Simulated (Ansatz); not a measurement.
# How many bands does the GW gap of SrLi2SnS4 (I-42m) need?, part 2 of 2

Aim: see how the G0W0 gap of SrLi2SnS4 (I-42m) on PBE moves with empty bands and screening cutoff, and what each rung costs.

Ansatz 0.2.0; G0W0 on PBE, plane waves, PAW. Known limits of the many-body steps: not at the basis limit; no spin-orbit coupling; coarse k mesh.

So far. Step 4 (883 empty bands, screening to 170 eV): Against the run with 4×4×4 mesh, 410 empty bands, screening to 102 eV, the gap moves by +0.016 eV.

**5. Changing the k mesh: 2×2×2 mesh, 410 empty bands, screening to 102 eV**

A second mesh at equal bands and cutoff isolates the sampling error. Bands and cutoff differ from the step before, so it is read against an earlier run that matches them.

input.yaml

```yaml
crystal:
  lattice:
    - [-3.3295, 3.3295, 3.959]
    - [3.3295, -3.3295, 3.959]
    - [3.3295, 3.3295, -3.959]
  atoms:
    - { symbol: Li, position: [0.25, 0.75, 0.5] }
    - { symbol: Li, position: [0.75, 0.25, 0.5] }
    - { symbol: Sr, position: [0.5, 0.5, 0.0] }
    - { symbol: Sn, position: [0.0, 0.0, 0.0] }
    - { symbol: S, position: [0.03526, 0.03526, 0.4132] }
    - { symbol: S, position: [0.96474, 0.37794, 0.0] }
    - { symbol: S, position: [0.62206, 0.62206, 0.5868] }
    - { symbol: S, position: [0.37794, 0.96474, 0.0] }
kpoints:
  mp_grid: { grid: [2, 2, 2] }
hamiltonian:
  xc: pbe
scf:
  occupations: { method: fixed }
gw:
  n_empty_bands: 410
  ecut_chi: 102
  qp_bands: [v2, c2]
  qp_kpoints: band_edges
  screening: { model: contour_deformation }
```

Started as:

```bash
ansatz run input.yaml --threads 2 --pin off --max-ram 92160MiB --backend cuda --events-out ev --progress --plain --runs-dir out --devices 1 --max-vram 13GiB  # rebuilt from the run's record
```

Numbers of over 12 decimals in the logs are rounded to 6 here.

What it wrote:

```text
GPUs: using 1 of 1 available (devices: 1).
[...]
GPU FFT provider: cuFFT
GPU libraries: cuBLAS 13.8.2, cuFFT 12.4.0, cuSOLVER 12.3.4
Crystal: 8 atoms, lattice volume = 175.551 Å³
Basis set: ecut = 420 eV, 3445 PW (Γ)
Bands: 35, of which v1, the nominal top of the filled ones, is band 27 counted from 1 (26 counted from 0)
Symmetry: 8 space group operations
[...]
k-points: 4 of 8
[...]
1    29      9.3902    -6.6469    -3.9249   -11.0166  0.7916     9.8379     9.8350  root
[...]
3    26      4.5704   -17.8300     2.3965   -14.5977  0.7515     3.7219     3.7347  root
     3    27      5.0475   -18.2091     2.3469   -15.0413  0.7543     4.2150     4.2265  root
     3    28      7.7271    -8.4268    -3.8655   -12.9031  0.7919     8.3427     8.3379  root
     3    29      9.2186    -6.9499    -3.9337   -11.3338  0.7930     9.6716     9.6687  root
[key lines of the parts left out:]
SCF converged after 6 iterations
Free energy (F): -13595.927873 eV
Fermi energy:    5.047456 eV
```

Wall time 15 s (1 × NVIDIA H100 80GB HBM3 (shared by 6 runs) with 2 threads of AMD EPYC 7R13 (Zen 3), shared host); peak memory 1.3 GiB; 7.3 s of CPU time.

Numbers from this step:

| Quantity | Value |
| --- | --- |
| bands summed | 437 |
| RPA ε∞ on this mesh (eigenvalues) | 4.681, 4.820, 4.820 |
| plane waves in the screening matrix | 411 |
| G0W0 gap on the mesh | 4.097 eV |
| k of the valence top | -0.5, -0.5, -0.5 |
| k of the conduction bottom | 0, 0, 0 |
| starting gap on the mesh | 2.680 eV |
| least direct G0W0 gap on the computed points | 4.111 eV |

Against the run with 4×4×4 mesh, 410 empty bands, screening to 102 eV, the gap moves by −0.002 eV.

**6. Changing the frequency model: 4×4×4 mesh, 410 empty bands, screening to 102 eV, plasmon pole**

A plasmon pole stands in for the full frequency dependence of the screening; this run shows what that costs in accuracy.

Edit input.yaml of step 5 so:

```diff
@@ -15,3 +15,3 @@
 kpoints:
-  mp_grid: { grid: [2, 2, 2] }
+  mp_grid: { grid: [4, 4, 4] }
 hamiltonian:
@@ -25,2 +25,2 @@
   qp_kpoints: band_edges
-  screening: { model: contour_deformation }
+  screening: { model: godby_needs }
```

What it wrote:

```text
GPUs: using 1 of 1 available (devices: 1).
[...]
GPU FFT provider: cuFFT
GPU libraries: cuBLAS 13.8.2, cuFFT 12.4.0, cuSOLVER 12.3.4
Crystal: 8 atoms, lattice volume = 175.551 Å³
Basis set: ecut = 420 eV, 3445 PW (Γ)
Bands: 35, of which v1, the nominal top of the filled ones, is band 27 counted from 1 (26 counted from 0)
Symmetry: 8 space group operations
[...]
k-points: 13 of 64 (time reversal used)
[...]
1    29      8.9621    -5.0852    -3.7140    -9.2038  0.8197     9.3679     9.3667  root
[...]
12    26      4.5728   -17.7449     2.3158   -14.5980  0.7749     3.7362     3.7417  root
    12    27      5.0506   -18.0946     2.2504   -15.0424  0.7763     4.2440     4.2489  root
    12    28      7.7232    -8.5642    -3.6569   -12.9071  0.8108     8.4120     8.4092  root
    12    29      9.2158    -7.0772    -3.7726   -11.3380  0.8130     9.7056     9.7040  root
[key lines of the parts left out:]
SCF converged after 6 iterations
Free energy (F): -13595.931176 eV
Fermi energy:    5.050584 eV
```

The job ended after 52 s (1 × NVIDIA H100 80GB HBM3 (shared by 6 runs) with 2 threads; peak memory 2.6 GiB).

This step gave:

* bands summed: 437
* plasmon-pole fit frequency: 20.59 eV
* RPA ε∞ on this mesh (eigenvalues): 4.585, 4.724, 4.724
* plane waves in the screening matrix: 411
* G0W0 gap on the mesh: 4.115 eV
* k of the valence top: -0.5, -0.5, -0.5
* k of the conduction bottom: 0, 0, 0
* starting gap on the mesh: 2.673 eV
* least direct G0W0 gap on the computed points: 4.160 eV

Against the run with 4×4×4 mesh, 410 empty bands, screening to 102 eV, the gap moves by +0.017 eV.

**7. The runs together**

Times are wall times on 1 × NVIDIA H100 80GB HBM3 (shared by 6 runs) with 2 threads of AMD EPYC 7R13 (Zen 3), shared host, good to a factor of about two.

| mesh | files | frequency | bands summed | cutoff (eV) | start (eV) | G0W0 (eV) | time | host memory (GiB) |
| --- | --- | --- | --- | --- | --- | --- | --- | --- |
| 4×4×4 | default PAW | contour deformation | 172 | 51 | 2.673 | 4.035 | 18 s | 1.3 |
| 4×4×4 | default PAW | contour deformation | 437 | 102 | 2.673 | 4.099 | 36 s | 1.9 |
| 4×4×4 | default PAW | contour deformation | 910 | 170 | 2.673 | 4.114 | 2.7 min | 3.6 |
| 2×2×2 | default PAW | contour deformation | 437 | 102 | 2.680 | 4.097 | 15 s | 1.3 |
| 4×4×4 | default PAW | plasmon pole | 437 | 102 | 2.673 | 4.115 | 52 s | 2.6 |

The parts of the quasiparticle energy at the two band edges (eV; QP = start + Σx + Σc − Vxc):

| run | edge | start | Σx | Σc | Vxc | Z | QP |
| --- | --- | --- | --- | --- | --- | --- | --- |
| 172 bands | valence top | 5.05 | -18.09 | 2.59 | -15.04 | 0.77 | 4.58 |
| 172 bands | conduction bottom | 7.75 | -9.58 | -3.35 | -13.81 | 0.80 | 8.62 |
| 437 bands | valence top | 5.05 | -18.09 | 2.22 | -15.04 | 0.76 | 4.22 |
| 437 bands | conduction bottom | 7.75 | -9.58 | -3.66 | -13.81 | 0.79 | 8.32 |
| 910 bands | valence top | 5.05 | -18.09 | 2.02 | -15.04 | 0.76 | 4.02 |
| 910 bands | conduction bottom | 7.75 | -9.58 | -3.84 | -13.81 | 0.79 | 8.13 |

 Where G0W0 reorders the edges (172 bands, 437 bands and 910 bands), the two states listed lie further apart at the start than the starting gap.

**8. Summary of results**

```yaml
172_bands_51_ev: 4.035 eV
437_bands_102_ev: 4.099 eV
910_bands_170_ev: 4.114 eV
estimated_limit_in_bands_and_cutoff: 4.13 eV
mesh_and_start: 4×4×4, PBE
```

What this shows: A line in one over the bands through the two highest rungs gives 4.13 eV, +0.01 eV from the top rung; the pair below gives 4.14 eV, in fair agreement. The rungs stand 0.09 eV (172 bands), 0.03 eV (437 bands) and 0.01 eV (910 bands) from it. From 172 to 910 bands the gap moves by +0.08 eV while the time grows 9.2-fold. Σc changes by −0.57 eV at the valence top and −0.49 eV at the conduction bottom, so the levels themselves move more than the gap between them. On the 2×2×2 mesh in place of 4×4×4 the gap differs by −0.002 eV, of which +0.01 eV is already in the start. The plasmon-pole model gives +0.02 eV against contour deformation, 1 % of the correction, and saved no time in this program. The cheapest rung within 0.1 eV of this estimate is that with 172 bands (18 s). The many-body steps are scalar-relativistic: spin-orbit coupling is not in them.

[Paths, hosts, dates, memory and timing lines, banners, echoed tables and standing remarks are left out of the program output.]

[Logs are printed without paths, hosts, clocks, repeated set-up lines and the standing remarks that a program may print on its own settings, such as how far it seeks lower states.]

[Runs of the session that timed out or met a known fault of the program may be left out.]

[Cells called generated may have been cut or substituted from an entry of the Crystallography Open Database or the Materials Project.]

[Hosts, paths, dates, database ids (printed as entryN), source tags and the programs' standing remarks are cut or masked in the printed files.]
